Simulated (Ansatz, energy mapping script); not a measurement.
# LiNiSe2 in the alpha-NaFeO2 structure: energy mapping under PBEsol+U (1.2 eV), part 2 of 3

How strongly do the moments of LiNiSe2 in the alpha-NaFeO2 structure couple under PBEsol+U (1.2 eV)? The plan is to run several orders and fit a Heisenberg model.

PBEsol with U = 1.2 eV on Ni d, ortho-atomic projectors; plane waves, U on orthogonalised atomic orbitals unless named otherwise, collinear spin, no spin–orbit coupling.

So far. Step 4 (Order 1: parallel, cell A of 8 atoms): The run ends ferromagnetic.

## 5. Run 2 (compensated +−; cell A, 8 atoms)

This order reverses 4 of the 6 neighbours at 3.52 Å and 4 of the 6 neighbours at 6.34 Å, counted for an average magnetic atom.

input.yaml reads:

```yaml
crystal:
  lattice:
    - [-1.759824408, 3.048105288, -8.519e-06]
    - [-5.279473224, -3.048105288, 8.519e-06]
    - [1.759824408, 1.016051877, 6.003814541]
  atoms:
    - { symbol: Li, position: [0.5, 0.5, 0.0] }
    - { symbol: Li, position: [0.0, 0.0, 0.0] }
    - { symbol: Ni, position: [0.5, 0.0, 0.5], spin: 2.0 }
    - { symbol: Ni, position: [0.0, 0.5, 0.5], spin: -2.0 }
    - { symbol: Se, position: [0.5, 0.74180541, 0.72541623] }
    - { symbol: Se, position: [0.0, 0.24180541, 0.72541623] }
    - { symbol: Se, position: [0.5, 0.25819459, 0.27458377] }
    - { symbol: Se, position: [0.0, 0.75819459, 0.27458377] }
magnetization:
  spin_polarized: true
kpoints:
  mp_grid: { grid: [9, 6, 5] }
hamiltonian:
  xc: pbesol
  hubbard:
    sites:
      - { species: Ni, l: d, u_eff: 1.2 }
      - { site: 2, l: d, u_eff: 1.2, starting_ns: [{ spin: up, occupation_matrix: ni2_major }, { spin: down, occupation_matrix: ni2_minor }] }
      - { site: 3, l: d, u_eff: 1.2, starting_ns: [{ spin: up, occupation_matrix: ni2_minor }, { spin: down, occupation_matrix: ni2_major }] }
    projectors: ortho-atomic
    occupation_matrices:
      ni2_major:
        matrix:
          - [0.984, 0.0, 0.0, 0.0, 0.0]
          - [0.0, 0.899, 0.0, 0.0, 0.059]
          - [0.0, 0.0, 0.899, 0.059, 0.0]
          - [0.0, 0.0, 0.059, 0.94, 0.0]
          - [0.0, 0.059, 0.0, 0.0, 0.94]
      ni2_minor:
        matrix:
          - [0.976, 0.0, 0.0, 0.0, 0.0]
          - [0.0, 0.704, 0.0, 0.0, 0.179]
          - [0.0, 0.0, 0.704, 0.179, 0.0]
          - [0.0, 0.0, 0.179, 0.86, 0.0]
          - [0.0, 0.179, 0.0, 0.0, 0.86]
scf:
  occupations: { method: fermi_dirac, width: 0.05 }
output:
  eigenvalues: true
  write_density: true
  write_potential: true
  elf: true
  volumetric_format: npy
```

The run is started by

```console
ansatz run input.yaml --threads 4 --pin off --max-ram 8192MiB --backend cpu --events-out ev --progress --plain --runs-dir out
```

Numbers of over 12 decimals in the logs are rounded to 6 here.

Log:

```text
[...]
Crystal: 8 atoms, lattice volume = 128.821 Å³
Basis set: ecut = 420 eV, 2513 PW (Γ)
Bands: 66, of which v1, the nominal top of the filled ones, is band 53 counted from 1 (52 counted from 0)
Symmetry: 2 space group operations
k-points: 136 of 270
[...]
Starting moments: Σ|m| = 4 μB on 2 of 8 sites
[...]
the translation (0.5, 0.5, 0) carries every atom to within crystal.symmetry.tolerance of an atom of its element with the starting moment reversed, but both spin channels are solved: the dense FFT box has an odd point count along it
SCF iter   1: F=—  HF=-33726.973848 eV  |F-HF|=—  |Δ(HF+E_count)|=         —  Δρ=1.68e-1 (↑1.68e-1 ↓1.68e-1)  dr2=7.57e1  dr2_m=1.26e1  M=0.000 μB ∫|m|=0.442 μB  β_m=0.30  ethr=3.10e-3  ⟨swp⟩=5.9  Hψ=62335  notcnv=0  defer=199
[...]
SCF iter  23: F=-33716.029546 eV  HF=-33716.029546 eV  |F-HF|=7.41e-9  |Δ(HF+E_count)|=   1.27e-8  Δρ=2.09e-6 (↑2.09e-6 ↓8.58e-7)  dr2=8.58e-9  dr2_m=6.06e-10  M=-0.000 μB ∫|m|=0.991 μB  ethr=1.99e-11  ⟨swp⟩=1.0  Hψ=45584  notcnv=0
SCF 1 converged in 23 iterations: F = -33716.029546 eV  dr2 = 8.58e-9
[...]
SCF converged after 23 iterations
Magnetization: -0.0003 μB (52.9998 up, 53.0002 down)
Absolute magnetization: 0.9922 μB (∫|ρ↑−ρ↓|, with the PAW one-centre terms)
[...]
Per-site moments (μB) at R_I (Å): [(0.019110, 1.079382), (-0.019123, 1.079382), (0.374434, 1.007116), (-0.374669, 1.007116), (-0.00751513, 1.007116), (0.00750324, 1.007116), (-0.00751513, 1.007116), (0.00750324, 1.007116)]
Free energy (F): -33716.029546 eV
[...]
Internal energy: -33715.988260 eV  (E = F + TS)
E sigma→0 (E₀):  -33716.008903 eV
Entropy (-TS):   -0.041286 eV (-5.161 meV/atom)
Fermi energy:    10.382421 eV
[...]
--- Specified on-site occupations, and those of the state reported ---
  electrons in the specified blocks: 17.5320 specified, 17.5779 found
[...]
--- Band table (eV; the first three rows and the last of 272) ---
  k-point 0 ↑: bands = [... 49 lower, 9.9338, 10.3506, 10.3519, 11.4289, 11.4505, 11.7523, 11.7534, 13.5269, ... 9 higher]
  k-point 1 ↑: bands = [... 49 lower, 9.3587, 10.3013, 10.3026, 10.9320, 11.2648, 11.7227, 11.7381, 13.7866, ... 9 higher]
  k-point 2 ↑: bands = [... 49 lower, 8.7947, 10.2255, 10.2267, 10.3204, 10.9301, 11.7499, 11.7571, 14.1313, ... 9 higher]
  k-point 135 ↓: bands = [... 49 lower, 8.6403, 8.7771, 9.0504, 10.0220, 10.2340, 10.4530, 10.7689, 15.0979, ... 9 higher]
Occupation matrices written to <dir>
```

Wall time 94 s (4 threads of Arm Neoverse V1, shared host); peak memory 1.9 GiB.

Spin moment in the sphere by atom:

```csv
atom,spin moment in the sphere (μB)
Li1,0.019
Li2,-0.019
Ni3,0.374
Ni4,-0.375
Se5,-0.008
Se6,0.008
Se7,-0.008
Se8,0.008
```

The run ends antiferromagnetic, 16.95 meV a magnetic atom above the parallel order of its cell (energies taken at zero occupation width, not the printed F).

Spin density in the bc plane at fractional x = 0.000, with atoms of Li and Ni and Se within 0.2 Å of it.

Values in units of 1e-1 e/Å³, 9 rows by 16 columns, each cell a mean:
```
 0.0  0.0  0.0  0.0  0.0  0.0  0.0  0.0  0.0  0.0  0.0  0.0  0.0  0.0  0.0  0.0
 0.0  0.0  0.0  0.0  0.0  0.0  0.0  0.0  0.0  0.0  0.0  0.0  0.0  0.0  0.0  0.0
 0.0  0.1  0.1  0.0  0.0  0.0  0.0  0.0  0.0  0.0  0.0  0.0  0.0  0.0  0.0  0.0
 0.0  0.0  0.1  0.1  0.0  0.0 -0.2 -1.2 -1.6 -0.7  0.0  0.0  0.0  0.0  0.0  0.0
 0.0  0.0  0.0  0.0  0.0  0.0 -0.5 -5.5 -8.6 -2.2 -0.1  0.0  0.0  0.0  0.0  0.0
 0.0  0.0  0.0  0.0  0.0  0.0 -0.1 -0.2 -0.4 -0.2  0.0  0.0  0.0  0.1  0.1  0.0
 0.0  0.0  0.0  0.0  0.0  0.0  0.0  0.0  0.0  0.0  0.0  0.0  0.0  0.0  0.1  0.0
 0.0  0.0  0.0  0.0  0.0  0.0  0.0  0.0  0.0  0.0  0.0  0.0  0.0  0.0  0.0  0.0
 0.0  0.0  0.0  0.0  0.0  0.0  0.0  0.0  0.0  0.0  0.0  0.0  0.0  0.0  0.0  0.0
```
Columns run along b (6.1 Å), rows up along c (6.3 Å). Atoms in or near the plane, at fractional coordinates: Li at (0.00, 0.00), Ni at (0.50, 0.50), Se at (0.24, 0.73), Se at (0.76, 0.27).

ELF in the bc plane at fractional x = 0.000, with atoms of Li and Ni and Se within 0.2 Å of it. It is the smooth field of the valence electrons, not physical close to the nuclei.

Ten even steps from '0' (0.30 × 1e-1) to '9' (9.84 × 1e-1), each cell a mean:
```
82046664100000029
01578876300000001
14787787410000000
26763577410011000
46631476311111000
47644774111110000
36777741232110000
24555312453111000
11221124652134432
10000123421466664
20001112214775675
20001111137732576
10001100257622675
00000000267766774
00000000257888751
63000000146777412
96001221113442018
```
Columns run along b (6.1 Å), rows up along c (6.3 Å). Atoms in or near the plane, at fractional coordinates: Li at (0.00, 0.00), Ni at (0.50, 0.50), Se at (0.24, 0.73), Se at (0.76, 0.27).

## 6. Parallel start in cell B (12 atoms)

The parallel order again, as the reference for this cell.

input.yaml reads:

```yaml
crystal:
  lattice:
    - [-5.279473224, -3.048105288, 8.519e-06]
    - [-5.279473224, 3.048105288, -8.519e-06]
    - [-1.759824408, -1.016051877, -6.003814541]
  atoms:
    - { symbol: Li, position: [0.666666667, 0.666666667, 0.0] }
    - { symbol: Li, position: [0.333333333, 0.333333333, 0.0] }
    - { symbol: Li, position: [0.0, 0.0, 0.0] }
    - { symbol: Ni, position: [0.166666667, 0.666666667, 0.5], spin: 2.0 }
    - { symbol: Ni, position: [0.833333333, 0.333333333, 0.5], spin: 2.0 }
    - { symbol: Ni, position: [0.5, 0.0, 0.5], spin: 2.0 }
    - { symbol: Se, position: [0.908472077, 0.666666667, 0.27458377] }
    - { symbol: Se, position: [0.575138743, 0.333333333, 0.27458377] }
    - { symbol: Se, position: [0.24180541, 0.0, 0.27458377] }
    - { symbol: Se, position: [0.424861257, 0.666666667, 0.72541623] }
    - { symbol: Se, position: [0.091527923, 0.333333333, 0.72541623] }
    - { symbol: Se, position: [0.75819459, 0.0, 0.72541623] }
magnetization:
  spin_polarized: true
kpoints:
  mp_grid: { grid: [6, 6, 5] }
hamiltonian:
  xc: pbesol
  hubbard:
    sites:
      - { species: Ni, l: d, u_eff: 1.2 }
      - { site: 3, l: d, u_eff: 1.2, starting_ns: [{ spin: up, occupation_matrix: ni2_major }, { spin: down, occupation_matrix: ni2_minor }] }
      - { site: 4, l: d, u_eff: 1.2, starting_ns: [{ spin: up, occupation_matrix: ni2_major }, { spin: down, occupation_matrix: ni2_minor }] }
      - { site: 5, l: d, u_eff: 1.2, starting_ns: [{ spin: up, occupation_matrix: ni2_major }, { spin: down, occupation_matrix: ni2_minor }] }
    projectors: ortho-atomic
    occupation_matrices:
      ni2_major:
        matrix:
          - [0.984, 0.0, 0.0, 0.0, 0.0]
          - [0.0, 0.899, 0.0, 0.0, 0.059]
          - [0.0, 0.0, 0.899, 0.059, 0.0]
          - [0.0, 0.0, 0.059, 0.94, 0.0]
          - [0.0, 0.059, 0.0, 0.0, 0.94]
      ni2_minor:
        matrix:
          - [0.976, 0.0, 0.0, 0.0, 0.0]
          - [0.0, 0.704, 0.0, 0.0, 0.179]
          - [0.0, 0.0, 0.704, 0.179, 0.0]
          - [0.0, 0.0, 0.179, 0.86, 0.0]
          - [0.0, 0.179, 0.0, 0.0, 0.86]
scf:
  occupations: { method: fermi_dirac, width: 0.05 }
output:
  eigenvalues: true
```

Log:

```text
[...]
Crystal: 12 atoms, lattice volume = 193.232 Å³
Basis set: ecut = 420 eV, 3779 PW (Γ)
Bands: 99, of which v1, the nominal top of the filled ones, is band 80 counted from 1 (79 counted from 0)
Symmetry: 6 space group operations
k-points: 92 of 180
[...]
Starting moments: Σ|m| = 6 μB on 3 of 12 sites
[...]
k-point 1 ↑: bands = [... 76 lower, 9.8523, 9.8523, 9.9673, 9.9673, 10.2860, 10.2861, 11.4475, 11.4484, ... 15 higher]
  k-point 2 ↑: bands = [... 76 lower, 9.8024, 9.8024, 10.0181, 10.0181, 10.2107, 10.2108, 11.4908, 11.4918, ... 15 higher]
  k-point 91 ↓: bands = [... 76 lower, 9.3205, 9.5212, 10.7288, 10.7884, 10.8963, 11.1855, 11.6236, 11.7228, ... 15 higher]
Occupation matrices written to <dir>
[key lines of the parts left out:]
SCF converged after 16 iterations
Magnetization: 2.5564 μB (80.7782 up, 78.2218 down)
Free energy (F): -50574.092510 eV
Fermi energy:    10.394146 eV
```

Run time: 1.7 min. Hardware: 4 threads; peak memory 2.8 GiB; 6.6 min of CPU time.

The run ends ferromagnetic. For each magnetic atom its energy differs from the parallel run of the first cell by -1.61 meV, an error that one common reference would have brought in.

## 7. Uncompensated ++− start in cell B (12 atoms)

Reversing part of the moments probes the couplings between the two sets.

Edit input.yaml of step 6 so:

```diff
@@ -11,3 +11,3 @@
     - { symbol: Ni, position: [0.833333333, 0.333333333, 0.5], spin: 2.0 }
-    - { symbol: Ni, position: [0.5, 0.0, 0.5], spin: 2.0 }
+    - { symbol: Ni, position: [0.5, 0.0, 0.5], spin: -2.0 }
     - { symbol: Se, position: [0.908472077, 0.666666667, 0.27458377] }
@@ -29,3 +29,3 @@
       - { site: 4, l: d, u_eff: 1.2, starting_ns: [{ spin: up, occupation_matrix: ni2_major }, { spin: down, occupation_matrix: ni2_minor }] }
-      - { site: 5, l: d, u_eff: 1.2, starting_ns: [{ spin: up, occupation_matrix: ni2_major }, { spin: down, occupation_matrix: ni2_minor }] }
+      - { site: 5, l: d, u_eff: 1.2, starting_ns: [{ spin: up, occupation_matrix: ni2_minor }, { spin: down, occupation_matrix: ni2_major }] }
     projectors: ortho-atomic
```

Log:

```text
[...]
Occupation matrices written to <dir>
Error: did not converge after 100 iterations: dr2 = 4.42e-4 (threshold 1.00e-7), under the density mixer `msr1`, which `scf.mixing.algorithm: auto` chose by the deck's other keys (type `scf.mixing.algorithm: msr1` to keep it); raise `scf.max_iter`, which need not help a stalled SCF, or adjust the mixing (`scf.mixing`) or, under a smearing, its width (`scf.occupations.width`, in either direction: another width is another result); this SCF holds its density and magnetisation to the symmetry operations that it keeps, and cannot end on a state that breaks one of them: if the state sought breaks one, re-run with `crystal.symmetry.detect: [rest of the remark cut]
```

Wall time 11 min (4 threads); peak memory 2.8 GiB.

No converged result was reached; the numbers in the log don't describe the system.

The program's message: “Error: did not converge after 100 iterations: dr2 = 4.42e-4 (threshold 1.00e-7), under the density mixer `msr1`, which `scf.mixing.algorithm: auto` chose by the deck's other keys (type `scf.mixing.alg …”

## 8. Parallel start in cell C (8 atoms)

A new cell needs its own zero of energy.

input.yaml reads:

```yaml
crystal:
  lattice:
    - [-3.519648816, 0.0, 0.0]
    - [0.0, 6.096210576, -1.7038e-05]
    - [1.759824408, -1.016051877, -6.003814541]
  atoms:
    - { symbol: Li, position: [0.0, 0.0, 0.0] }
    - { symbol: Li, position: [0.5, 0.5, 0.0] }
    - { symbol: Ni, position: [0.25, 0.75, 0.5], spin: 2.0 }
    - { symbol: Ni, position: [0.75, 0.25, 0.5], spin: 2.0 }
    - { symbol: Se, position: [0.637291885, 0.879097295, 0.27458377] }
    - { symbol: Se, position: [0.137291885, 0.379097295, 0.27458377] }
    - { symbol: Se, position: [0.862708115, 0.620902705, 0.72541623] }
    - { symbol: Se, position: [0.362708115, 0.120902705, 0.72541623] }
magnetization:
  spin_polarized: true
kpoints:
  mp_grid: { grid: [9, 5, 9] }
hamiltonian:
  xc: pbesol
  hubbard:
    sites:
      - { species: Ni, l: d, u_eff: 1.2 }
      - { site: 2, l: d, u_eff: 1.2, starting_ns: [{ spin: up, occupation_matrix: ni2_major }, { spin: down, occupation_matrix: ni2_minor }] }
      - { site: 3, l: d, u_eff: 1.2, starting_ns: [{ spin: up, occupation_matrix: ni2_major }, { spin: down, occupation_matrix: ni2_minor }] }
    projectors: ortho-atomic
    occupation_matrices:
      ni2_major:
        matrix:
          - [0.984, 0.0, 0.0, 0.0, 0.0]
          - [0.0, 0.899, 0.0, 0.0, 0.059]
          - [0.0, 0.0, 0.899, 0.059, 0.0]
          - [0.0, 0.0, 0.059, 0.94, 0.0]
          - [0.0, 0.059, 0.0, 0.0, 0.94]
      ni2_minor:
        matrix:
          - [0.976, 0.0, 0.0, 0.0, 0.0]
          - [0.0, 0.704, 0.0, 0.0, 0.179]
          - [0.0, 0.0, 0.704, 0.179, 0.0]
          - [0.0, 0.0, 0.179, 0.86, 0.0]
          - [0.0, 0.179, 0.0, 0.0, 0.86]
scf:
  occupations: { method: fermi_dirac, width: 0.05 }
output:
  eigenvalues: true
```

Log:

```text
[...]
Crystal: 8 atoms, lattice volume = 128.821 Å³
Basis set: ecut = 420 eV, 2519 PW (Γ)
Bands: 66, of which v1, the nominal top of the filled ones, is band 53 counted from 1 (52 counted from 0)
Symmetry: 8 space group operations
[...]
k-points: 115 of 405
[...]
Starting moments: Σ|m| = 4 μB on 2 of 8 sites
[...]
k-point 1 ↑: bands = [... 49 lower, 9.6938, 9.9244, 10.3189, 10.3196, 10.6784, 11.4387, 11.4419, 14.0262, ... 9 higher]
  k-point 2 ↑: bands = [... 49 lower, 9.1890, 10.2768, 10.2774, 10.2870, 10.8754, 11.4638, 11.4669, 13.8569, ... 9 higher]
  k-point 114 ↓: bands = [... 49 lower, 8.6326, 8.7004, 8.7597, 10.7634, 11.1894, 11.5114, 11.6858, 14.0085, ... 9 higher]
Occupation matrices written to <dir>
[key lines of the parts left out:]
SCF converged after 16 iterations
Magnetization: 1.6177 μB (53.8088 up, 52.1912 down)
Free energy (F): -33716.057296 eV
Fermi energy:    10.406107 eV
```

Elapsed: 57 s, on 4 threads; peak memory 1.7 GiB.

The run ends ferromagnetic. For each magnetic atom its energy differs from the parallel run of the first cell by 1.52 meV, an error that one common reference would have brought in.

## 9. Compensated +− start in cell C (8 atoms)

This order reverses 4 of the 6 neighbours at 3.52 Å and 2 of the 6 neighbours at 6.34 Å, counted for an average magnetic atom.

Edit input.yaml of step 8 so:

```diff
@@ -9,3 +9,3 @@
     - { symbol: Ni, position: [0.25, 0.75, 0.5], spin: 2.0 }
-    - { symbol: Ni, position: [0.75, 0.25, 0.5], spin: 2.0 }
+    - { symbol: Ni, position: [0.75, 0.25, 0.5], spin: -2.0 }
     - { symbol: Se, position: [0.637291885, 0.879097295, 0.27458377] }
@@ -24,3 +24,3 @@
       - { site: 2, l: d, u_eff: 1.2, starting_ns: [{ spin: up, occupation_matrix: ni2_major }, { spin: down, occupation_matrix: ni2_minor }] }
-      - { site: 3, l: d, u_eff: 1.2, starting_ns: [{ spin: up, occupation_matrix: ni2_major }, { spin: down, occupation_matrix: ni2_minor }] }
+      - { site: 3, l: d, u_eff: 1.2, starting_ns: [{ spin: up, occupation_matrix: ni2_minor }, { spin: down, occupation_matrix: ni2_major }] }
     projectors: ortho-atomic
```

Log:

```text
[...]
Crystal: 8 atoms, lattice volume = 128.821 Å³
Basis set: ecut = 420 eV, 2519 PW (Γ)
Bands: 66, of which v1, the nominal top of the filled ones, is band 53 counted from 1 (52 counted from 0)
Symmetry: 4 space group operations
[...]
k-points: 115 of 405
[...]
Starting moments: Σ|m| = 4 μB on 2 of 8 sites
[...]
k-point 1 ↑: bands = [... 49 lower, 9.7284, 10.3286, 10.3317, 10.3424, 10.9353, 11.7006, 11.7058, 14.1180, ... 9 higher]
  k-point 2 ↑: bands = [... 49 lower, 9.2616, 10.2899, 10.2942, 10.6390, 11.1156, 11.7262, 11.7344, 13.9456, ... 9 higher]
  k-point 114 ↓: bands = [... 49 lower, 8.5108, 8.6084, 8.7127, 10.4043, 10.8420, 11.3213, 11.4683, 13.9372, ... 9 higher]
Occupation matrices written to <dir>
[key lines of the parts left out:]
SCF converged after 19 iterations
Magnetization: 0.0030 μB (53.0015 up, 52.9985 down)
Free energy (F): -33716.034028 eV
Fermi energy:    10.366886 eV
```

Run time: 70 s. Hardware: 4 threads; peak memory 1.7 GiB; 4.6 min of CPU time.

The run ends antiferromagnetic, 12.89 meV a magnetic atom above the parallel order of its cell (energies taken at zero occupation width, not the printed F).

## 10. Parallel start in cell D (8 atoms)

The parallel order again, as the reference for this cell.

This run holds the same structure in another cell (b 6.096 → 3.520 Å, c 6.338 → 12.178 Å, α 99.2 → 81.7°, β 106.1 → 81.7°, γ 90.0 → 60.0°).

input.yaml reads:

```yaml
crystal:
  lattice:
    - [1.759824408, -3.048105288, 8.519e-06]
    - [3.519648816, 0.0, 0.0]
    - [1.759824408, -1.016001534, 12.007637601]
  atoms:
    - { symbol: Li, position: [0.0, 0.0, 0.0] }
    - { symbol: Li, position: [0.5, 0.5, 0.5] }
    - { symbol: Ni, position: [0.75, 0.75, 0.75], spin: 2.0 }
    - { symbol: Ni, position: [0.25, 0.25, 0.25], spin: 2.0 }
    - { symbol: Se, position: [0.879097295, 0.879097295, 0.362708115] }
    - { symbol: Se, position: [0.379097295, 0.379097295, 0.862708115] }
    - { symbol: Se, position: [0.620902705, 0.620902705, 0.137291885] }
    - { symbol: Se, position: [0.120902705, 0.120902705, 0.637291885] }
magnetization:
  spin_polarized: true
kpoints:
  mp_grid: { grid: [10, 10, 10] }
hamiltonian:
  xc: pbesol
  hubbard:
    sites:
      - { species: Ni, l: d, u_eff: 1.2 }
      - { site: 2, l: d, u_eff: 1.2, starting_ns: [{ spin: up, occupation_matrix: ni2_major }, { spin: down, occupation_matrix: ni2_minor }] }
      - { site: 3, l: d, u_eff: 1.2, starting_ns: [{ spin: up, occupation_matrix: ni2_major }, { spin: down, occupation_matrix: ni2_minor }] }
    projectors: ortho-atomic
    occupation_matrices:
      ni2_major:
        matrix:
          - [0.984, 0.0, 0.0, 0.0, 0.0]
          - [0.0, 0.899, 0.0, 0.0, 0.059]
          - [0.0, 0.0, 0.899, 0.059, 0.0]
          - [0.0, 0.0, 0.059, 0.94, 0.0]
          - [0.0, 0.059, 0.0, 0.0, 0.94]
      ni2_minor:
        matrix:
          - [0.976, 0.0, 0.0, 0.0, 0.0]
          - [0.0, 0.704, 0.0, 0.0, 0.179]
          - [0.0, 0.0, 0.704, 0.179, 0.0]
          - [0.0, 0.0, 0.179, 0.86, 0.0]
          - [0.0, 0.179, 0.0, 0.0, 0.86]
scf:
  occupations: { method: fermi_dirac, width: 0.05 }
output:
  eigenvalues: true
```

Log:

```text
[...]
Crystal: 8 atoms, lattice volume = 128.821 Å³
Basis set: ecut = 420 eV, 2495 PW (Γ)
Bands: 66, of which v1, the nominal top of the filled ones, is band 53 counted from 1 (52 counted from 0)
Symmetry: 8 space group operations
k-points: 282 of 1000
[...]
Starting moments: Σ|m| = 4 μB on 2 of 8 sites
[...]
k-point 1 ↑: bands = [... 49 lower, 10.2021, 10.3329, 10.3329, 11.4373, 11.4373, 11.5131, 11.5131, 14.9234, ... 9 higher]
  k-point 2 ↑: bands = [... 49 lower, 10.2112, 10.3224, 10.3224, 11.4436, 11.4436, 11.5081, 11.5081, 14.9060, ... 9 higher]
  k-point 281 ↓: bands = [... 49 lower, 8.5131, 8.6225, 8.6455, 10.6131, 11.1483, 11.7691, 11.7792, 13.5974, ... 9 higher]
Occupation matrices written to <dir>
[key lines of the parts left out:]
SCF converged after 17 iterations
Magnetization: 1.5761 μB (53.7881 up, 52.2119 down)
Free energy (F): -33716.064715 eV
Fermi energy:    10.408262 eV
```

Run time: 1.9 min. Hardware: 4 threads; peak memory 3.5 GiB; 7.6 min of CPU time.

The run ends ferromagnetic. For each magnetic atom its energy differs from the parallel run of the first cell by -2.97 meV, an error that one common reference would have brought in.

(Continued in part 3 of 3.)

[Logs and program files are shortened in this print: banners, set-up blocks, solver, clock and traceback lines can be left out without a mark of their own.]

[Logs are printed without paths, hosts, clocks, repeated set-up lines and the standing remarks that a program may print on its own settings, such as how far it seeks lower states.]

[Hosts, paths, dates, database ids (printed as entryN), source tags and the programs' standing remarks are cut or masked in the printed files.]

[Where a cell is said to come from a database of computed structures, the database is the Materials Project.]
